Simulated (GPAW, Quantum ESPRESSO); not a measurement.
# BN (P6_3/mmc): the N K absorption edge, part 5 of 6

Do two independent programs agree on the N K edge of BN (P6_3/mmc)? The same cell and functional are run with XSpectra and with GPAW.

Quantum ESPRESSO 7.5 and GPAW 26.7.0; core-hole supercells, plane-wave PAW PBE.

So far. Step 12 (The field without a hole (GPAW)): The mesh shows a gap of 4.32 eV, so the hole is first treated in a charged cell, without the excited electron. Step 13 (Spectrum without a core hole, N atom 1 (GPAW)): Main maxima below 24 eV (height): 3.2 eV (0.81), 8.7 eV (1.52) and 16.5 eV (1.88).

The database entry behind the starting cell differs from later determinations by our own check (about 0.3 % short, minor phase), so it need not match the best structure at ambient conditions.

## 15. Spectrum with FCH, N atom 1 (GPAW)

Level of this step: X-ray absorption from dipole matrix elements to empty bands, plane-wave PAW PBE (GPAW).

The holes are 6.6 Å apart. The excited electron is left out and a uniform background balances the charge. After the field has converged, empty bands are computed with the density fixed and the dipole matrix elements are summed.

The input, xas.py:

```python
import numpy as np
from ase import Atoms
from ase.parallel import parprint, paropen
from gpaw import GPAW, PW, FermiDirac, Mixer, MixerDif, setup_paths
from gpaw.test import gen
setup_paths.insert(0, '.')
gen('N', name='fch1s', xcname='PBE', corehole=(1, 0, 1), write_xml=True)
from gpaw.mpi import world
world.barrier()

atoms = Atoms('N14B14',
    cell=[[6.2456, 2.1635393, 0],
     [-4.99648, 4.32707861, 0],
     [0, 0, 6.6357]],
    scaled_positions=[[0.23809524, 0.04761905, 0.25],
     [0.38095238, 0.47619048, 0.25],
     [0.52380952, 0.9047619, 0.25],
     [0.66666667, 0.33333333, 0.25],
     [0.80952381, 0.76190476, 0.25],
     [0.95238095, 0.19047619, 0.25],
     [0.0952381, 0.61904762, 0.25],
     [0.19047619, 0.23809524, 0.75],
     [0.33333333, 0.66666667, 0.75],
     [0.47619048, 0.0952381, 0.75],
     [0.61904762, 0.52380952, 0.75],
     [0.76190476, 0.95238095, 0.75],
     [0.9047619, 0.38095238, 0.75],
     [0.04761905, 0.80952381, 0.75],
     [0.23809524, 0.04761905, 0.75],
     [0.38095238, 0.47619048, 0.75],
     [0.52380952, 0.9047619, 0.75],
     [0.66666667, 0.33333333, 0.75],
     [0.80952381, 0.76190476, 0.75],
     [0.95238095, 0.19047619, 0.75],
     [0.0952381, 0.61904762, 0.75],
     [0.19047619, 0.23809524, 0.25],
     [0.33333333, 0.66666667, 0.25],
     [0.47619048, 0.0952381, 0.25],
     [0.61904762, 0.52380952, 0.25],
     [0.76190476, 0.95238095, 0.25],
     [0.9047619, 0.38095238, 0.25],
     [0.04761905, 0.80952381, 0.25]],
    pbc=True)
atoms.calc = calc = GPAW(legacy_gpaw=True, mode=PW(500, force_complex_dtype=True), xc='PBE', setups={0: 'fch1s'},
    kpts={'size': (3, 3, 3), 'gamma': True}, occupations=FermiDirac(0.02),
    charge=0, mixer=Mixer(0.1, 5, 50), maxiter=150,
    convergence={'density': 0.0001, 'eigenstates': 1e-6}, txt='scf.txt')
energy = atoms.get_potential_energy() + calc.get_reference_energy()
ef = calc.get_fermi_level()
out = dict(energy=energy, fermi=ef, forces=atoms.get_forces().tolist())
parprint(f'all-electron energy {energy:.4f} eV, Fermi level {ef:.4f} eV')
ev = np.array([[calc.get_eigenvalues(k, s) for k in range(len(calc.get_ibz_k_points()))] for s in range(calc.get_number_of_spins())])
out['homo'], out['lumo'], out['counts'] = ev[ev < ef].max(), ev[ev > ef].min(), sorted(set((ev < ef).sum((0, 2)).tolist()))
out['filled'] = (ev[:, 0] < ef).sum(1).tolist()

from ase.units import Ha
from gpaw.xas import dipole_matrix_elements
nb = int(calc.get_number_of_electrons() / 2) + 152
top, nb = nb, nb + 8 + nb // 12
nscf = calc.fixed_density(kpts={'size': (4, 4, 4), 'gamma': True}, nbands=nb,
    convergence={'bands': top, 'eigenstates': 5e-3}, maxiter=60, txt='nscf.txt')
cell = atoms.cell.array
ops = [cell.T @ U.T @ np.linalg.inv(cell.T) for U in nscf.wfs.kd.symmetry.op_scc]
filled = [56]  # bands filled in the ground state, by spin
E = np.arange(-6, 34, 0.1)
fwhm = np.interp(E, [4, 25], [0.9, 3.5])
Y, X, zero, highest = 0, 0, 1e9, 1e9
for spin in range(nscf.get_number_of_spins()):
    wfs = nscf.wfs
    mine = wfs.bd.get_slice()  # this rank's bands
    A = dipole_matrix_elements(wfs.setups[0])
    eps = np.zeros((wfs.kd.nibzkpts, nb))
    d = np.zeros((3, A.shape[1], wfs.kd.nibzkpts, nb), complex)
    for kpt in wfs.kpt_u:
        if kpt.s == spin and 0 in kpt.P_ani:
            eps[kpt.k, mine] = kpt.eps_n * Ha
            d[:, :, kpt.k, mine] = (kpt.weight * wfs.nspins / 2) ** 0.5 * np.inner(A, kpt.P_ani[0])
    world.sum(eps)
    world.sum(d)
    T = np.einsum('amkn,bmkn->abkn', d, d.conj()).real
    T = sum(np.einsum('ai,ijkn,bj->abkn', R, T, R) for R in ops) / len(ops)
    empty = np.ones_like(eps, bool) & (np.arange(nb) >= filled[spin])
    zero, highest = min(zero, eps[empty].min()), min(highest, eps[:, top - 1].min())
    lines = [(eps, T, empty)] if spin == 0 else lines + [(eps, T, empty)]
for eps, T, empty in lines:
    f = np.einsum('aakn->akn', T).reshape(3, -1)
    x = eps.ravel() - zero
    w = np.interp(x, E, fwhm) / 2.35482
    g = np.exp(-0.5 * ((E[:, None] - x) / w) ** 2) / (w * (2 * np.pi) ** 0.5)
    Y = Y + (f * empty.ravel()) @ g.T
    X = X + (f * ~empty.ravel()) @ g.T
out.update(E=E.round(2).tolist(), xas=Y.tolist(), xes=X.tolist(), zero=zero, valid=highest - zero, nk=len(eps), nb=nb)
for i in range(0, len(E), 10):
    parprint(f'{E[i]:7.2f}', *(f'{v:10.3e}' for v in Y[:, i]))
import json
with paropen('out.json', 'w') as f:
    json.dump(out, f)
```

On the command line:

```
> OMP_NUM_THREADS=1 mpirun -n 4 gpaw python xas.py
```

Numbers of over 12 decimals in the logs are rounded to 6 here.

Log:

```text
Input parameters:
  convergence: {density: 0.0001,
                eigenstates: 1e-06}
  kpts: {gamma: True,
         size: (3, 3, 3)}
  maxiter: 150
  mixer: {backend: pulay,
          beta: 0.1,
          method: separate,
          nmaxold: 5,
          weight: 50}
  mode: {ecut: 500.0,
         force_complex_dtype: True,
         name: pw}
  occupations: {fixmagmom: False,
                name: fermi-dirac,
                width: 0.02}
  setups: {0: fch1s}
  xc: PBE

Initialize ...

[... PAW data sets ...]

Reference energy: -29696.696382  # eV

Spin-paired calculation

[... convergence settings ...]
Symmetries present (total): 1
  [... symmetry matrices ...]

27 k-points: 3 x 3 x 3 Monkhorst-Pack grid
14 k-points in the irreducible part of the Brillouin zone
       k-points in crystal coordinates                weights
   0:     0.00000000    0.00000000    0.00000000          1/27
   1:     0.00000000    0.00000000    0.33333333          2/27
   2:     0.00000000    0.33333333   -0.33333333          2/27
   3:     0.00000000    0.33333333    0.00000000          2/27
   4:     0.00000000    0.33333333    0.33333333          2/27
   5:     0.33333333   -0.33333333   -0.33333333          2/27
   6:     0.33333333   -0.33333333    0.00000000          2/27
   7:     0.33333333   -0.33333333    0.33333333          2/27
   8:     0.33333333    0.00000000   -0.33333333          2/27
   9:     0.33333333    0.00000000    0.00000000          2/27
          ...
  13:     0.33333333    0.33333333    0.33333333          2/27

Wave functions: Plane wave expansion
  Cutoff energy: 500.000 eV
  Number of coefficients (min, max): 6265, 6390
  Pulay-stress correction: 0.000000 eV/Ang^3 (de/decut=0.000000)
  Using FFTW library
  Wavefunction extrapolation:
    Improved wavefunction reuse through dual PAW basis

Occupation numbers: Fermi-Dirac:
  width: 0.0200  # eV

Eigensolver
   Davidson(niter=2)

Densities:
  Coarse grid: 35*35*35 grid
  Fine grid: 70*70*70 grid
  Total Charge: 1.000000

Density mixing:
  Method: separate
  Backend: pulay
  Linear mixing parameter: 0.1
  old densities: 5
  Width of damping distribution: 1.1
  Damping of long wavelength oscillations: 50

[... Hamiltonian set-up ...]
Number of atoms: 28
Number of atomic orbitals: 112
Number of bands in calculation: 72
Number of valence electrons: 112
Bands to converge: occupied

... initialized

Initializing position-dependent things.

Density initialized from atomic densities
Creating initial wave functions:
  72 bands from LCAO basis set

                B   N B
         N     N     N     N
            B     B     B     B
                 N B   N
                N   B N
         B     B     B     B
            N     N     N     N
                 B N   B

Atomic positions and initial magnetic moments

Positions:
   0 N      1.249120    0.721180    1.658925    ( 0.0000,  0.0000,  0.0000)
   1 N     -0.000000    2.884719    1.658925    ( 0.0000,  0.0000,  0.0000)
   2 N     -1.249120    5.048258    1.658925    ( 0.0000,  0.0000,  0.0000)
   3 N      2.498240    2.884719    1.658925    ( 0.0000,  0.0000,  0.0000)
   4 N      1.249120    5.048258    1.658925    ( 0.0000,  0.0000,  0.0000)
   5 N      4.996480    2.884719    1.658925    ( 0.0000,  0.0000,  0.0000)
   6 N     -2.498240    2.884719    1.658925    ( 0.0000,  0.0000,  0.0000)
[...]
25 B     -0.000000    5.769438    1.658925    ( 0.0000,  0.0000,  0.0000)
  26 B      3.747360    3.605899    1.658925    ( 0.0000,  0.0000,  0.0000)
  27 B     -3.747360    3.605899    1.658925    ( 0.0000,  0.0000,  0.0000)

Unit cell:
           periodic     x           y           z      points  spacing
  1. axis:    yes    6.245600    2.163539    0.000000    35     0.1635
  2. axis:    yes   -4.996480    4.327079    0.000000    35     0.1635
  3. axis:    yes    0.000000    0.000000    6.635700    35     0.1896

  Lengths:   6.609722   6.609722   6.635700
  Angles:   90.000000  90.000000 120.000000

Effective grid spacing dv^(1/3) = 0.1802

iter:   1  -280.857660
iter:   2  -272.507306   -0.83  -0.69
iter:   3  -259.289350   -0.45  -0.77
iter:   4  -258.861786   -1.94  -1.15
iter:   5  -258.446518   -1.87  -1.27
iter:   6  -258.492565   -1.90  -1.76
iter:   7  -258.370719   -2.47  -1.86
iter:   8  -258.368444   -4.26  -2.27
iter:   9  -258.368343c  -3.11  -2.38
iter:  10  -258.362641c  -4.18  -2.52
iter:  11  -258.362238c  -4.30  -2.94
iter:  12  -258.362116c  -5.44  -3.35
iter:  13  -258.362115c  -6.51c -3.63
iter:  14  -258.362115c  -6.59c -3.69
iter:  15  -258.362125c  -6.15c -3.87
iter:  16  -258.362121c  -7.04c -3.94
iter:  17  -258.362120c  -7.14c -4.21c

Converged after 17 iterations.

Dipole moment: (0.000034, -0.669220, -1.211786) |e|*Ang

Energy contributions relative to reference atoms: (reference = -29696.696382)

Kinetic:       +191.019297
Potential:     -205.931313
External:        +0.000000
XC:            -242.445496
Entropy (-ST):   -0.000000
Local:           -1.004608
SIC:             +0.000000
--------------------------
Free energy:   -258.362120
Extrapolated:  -258.362120

Showing only first 2 kpts
 Kpt  Band  Eigenvalues  Occupancy
  0    54      3.49823    2.00000
  0    55      3.49835    2.00000
  0    56      8.97038    0.00000
  0    57      9.28833    0.00000

  1    54      3.46989    2.00000
  1    55      3.47001    2.00000
  1    56      8.71964    0.00000
[...]
Fermi level: 5.24161

Gap: 3.443 eV
Transition (v -> c):
  (s=0, k=11, n=55, [0.33, 0.33, -0.33]) -> (s=0, k=13, n=56, [0.33, 0.33, 0.33])
Direct/indirect transitions are different
Direct gap: 3.443 eV
Transition at: (s=0, k=13, n=55, [0.33, 0.33, 0.33])

Forces in eV/Ang:
  0 N    -0.00268    0.00204    0.15985
  1 N     0.57876   -0.96633    0.04204
  2 N    -1.12830   -0.01917    0.04204
  3 N    -0.56904   -1.01423    0.04195
  4 N     0.54577    0.98573    0.04204
  5 N     1.16055    0.01571    0.04195
  6 N    -0.59589    0.99824    0.04195
[...]
25 B    -0.18500    0.05823   -0.00127
 26 B    -0.00025    0.00006   -0.00133
 27 B    -0.01390   -2.55793   -0.00091
Scalar-relativistic atomic PBE calculation for N (Nitrogen, Z=7)
Core hole in 1s state (1s occupation: 1.0)
300 radial gridpoints.
|------------------------------------------------|
|------------------------------------------------|
[... the atom generator's iteration count ...]

Energy contributions:
-------------------------
Kinetic:      +38.893141
XC:            -4.740592
Potential:    -73.160590
-------------------------
Total:        -39.008042

state      eigenvalue         ekin         rmax
-----------------------------------------------
1s^1.0 :   -16.784323    23.680985        0.144
2s^2.0 :    -1.344151     3.188451        0.910
2p^3.0 :    -0.921356     2.945085        0.787
-----------------------------------------------
(units: Bohr and Hartree)

Generating PAW setup
Kinetic energy of the core from tauc = 23.696066
Cutoffs:
rc(s)=1.140
rc(p)=1.000
rc(d)=1.090
rc(vbar)=1.120
rc(comp)=1.090
rc(nct)=1.140

Kinetic energy of the core states: 23.680985
Charge: 1.0
Core electrons: 1.0
Valence electrons: 5.0
Pseudo-core charge: 0.003697
Shape function alpha=8.417
Pseudo-electron charge 4.916039
state    eigenvalue         norm
--------------------------------
2s(2) :    -1.344151     1.101188
*s    :    -0.344151
2p(3) :    -0.921356     0.903322
*p    :     0.078644
*d    :     0.000000
--------------------------------

Diagonalizing with gridspacing h=0.050

state   all-electron     PAW
-------------------------------
2s:      -1.344151    -1.345632
2p:      -0.921356    -0.925433
*d:                   -0.065555
*f:                   -0.013847
-------------------------------
all-electron energy -29955.0585 eV, Fermi level 5.2416 eV
[...]
31.00  3.801e-05  3.803e-05  9.408e-05
  32.00  4.867e-05  4.875e-05  6.921e-05
  33.00  5.874e-05  5.884e-05  4.787e-05
```

Elapsed: 6.5 min, on 4 MPI ranks of Arm Neoverse V1, shared host; peak memory 0.78 GiB; 26 min of CPU time.

The N K spectrum, N atom 1, full core hole (charged cell) (energy from the lowest empty level; intensity scaled to a mean of 1 over the first 20 eV; polarised curves are means over the symmetry-equivalent atoms):

| E (eV) | isotropic | ε ⊥ c | ε ∥ c |
| --- | --- | --- | --- |
| -2.0 | 0.00 | 0.00 | 0.00 |
| -1.4 | 0.00 | 0.00 | 0.00 |
| -0.8 | 0.02 | 0.00 | 0.06 |
| -0.2 | 0.33 | 0.00 | 0.99 |
| 0.4 | 0.80 | 0.00 | 2.39 |
| 1.0 | 0.78 | 0.00 | 2.33 |
| 1.6 | 0.60 | 0.01 | 1.78 |
| 2.2 | 0.67 | 0.04 | 1.92 |
| 2.8 | 0.46 | 0.12 | 1.14 |
| 3.4 | 0.61 | 0.26 | 1.32 |
| 4.0 | 0.70 | 0.39 | 1.31 |
| 4.6 | 0.69 | 0.79 | 0.49 |
| 5.2 | 1.18 | 1.53 | 0.48 |
| 5.8 | 1.71 | 2.37 | 0.39 |
| 6.4 | 2.15 | 3.09 | 0.28 |
| 7.0 | 2.14 | 3.06 | 0.31 |
| 7.6 | 1.99 | 2.77 | 0.43 |
| 8.2 | 1.76 | 2.38 | 0.51 |
| 8.8 | 1.33 | 1.76 | 0.47 |
| 9.4 | 0.92 | 1.17 | 0.41 |
| 10.0 | 0.75 | 0.96 | 0.34 |
| 10.6 | 0.80 | 1.08 | 0.24 |
| 11.2 | 0.86 | 1.20 | 0.19 |
| 11.8 | 0.87 | 1.22 | 0.15 |
| 12.4 | 0.92 | 1.30 | 0.15 |
| 13.0 | 1.03 | 1.44 | 0.21 |
| 13.6 | 1.16 | 1.55 | 0.37 |
| 14.2 | 1.24 | 1.59 | 0.56 |
| 14.8 | 1.26 | 1.56 | 0.68 |
| 15.4 | 1.18 | 1.41 | 0.72 |
| 16.0 | 1.00 | 1.14 | 0.73 |
| 16.6 | 0.81 | 0.82 | 0.80 |
| 17.2 | 0.67 | 0.55 | 0.91 |
| 17.8 | 0.59 | 0.39 | 1.01 |
| 18.4 | 0.55 | 0.31 | 1.03 |
| 19.0 | 0.49 | 0.28 | 0.93 |
| 19.6 | 0.43 | 0.27 | 0.75 |
| 20.2 | 0.37 | 0.27 | 0.57 |
| 20.8 | 0.34 | 0.30 | 0.43 |
| 21.4 | 0.34 | 0.34 | 0.34 |
| 22.0 | 0.35 | 0.38 | 0.28 |
| 22.6 | 0.35 | 0.40 | 0.25 |
| 23.2 | 0.35 | 0.40 | 0.25 |
| 23.8 | 0.35 | 0.39 | 0.27 |
| 24.4 | 0.36 | 0.38 | 0.33 |
| 25.0 | 0.38 | 0.36 | 0.41 |
| 25.6 | 0.40 | 0.34 | 0.51 |
| 26.2 | 0.41 | 0.31 | 0.62 |
| 26.8 | 0.42 | 0.27 | 0.72 |

Main maxima below 24 eV (height): 0.7 eV (0.84), 2.1 eV (0.68), 3.8 eV (0.72), 6.6 eV (2.20) and 14.6 eV (1.27). A K edge sees empty p states; at this planar three-fold site the curve for the electric vector normal to the plane peaks at 0.7 eV, where it is mainly π* that absorbs: that direction carries over 70 % of the weight there.

The hole costs E(hole) − E(ground) = 399.84 eV, and the lowest empty level of the hole cell on the spectrum's mesh lies at 8.10 eV, which puts the zero at 407.94 eV. With the free-atom term of -7.82 eV for this edge, the photon energy is 400.12 eV.

(Part 5 of 6 ends here.)

[Banner, clock and machine lines of the logs are left out without a mark of their own.]

[Logs are printed without paths, hosts, clocks, repeated set-up lines and the standing remarks that a program may print on its own settings, such as how far it seeks lower states.]

[Hosts, paths, dates, database ids (printed as entryN), source tags and the programs' standing remarks are cut or masked in the printed files.]

[Lists of maxima count a maximum above −3 eV only where it reaches 4 % of the highest in the window and stands out from its surroundings by 2 % of it (1.5 % where it reaches 55 %); shoulders and weaker maxima are passed over, and of the rest the first, up to two pre-edge ones and the few strongest are named.]
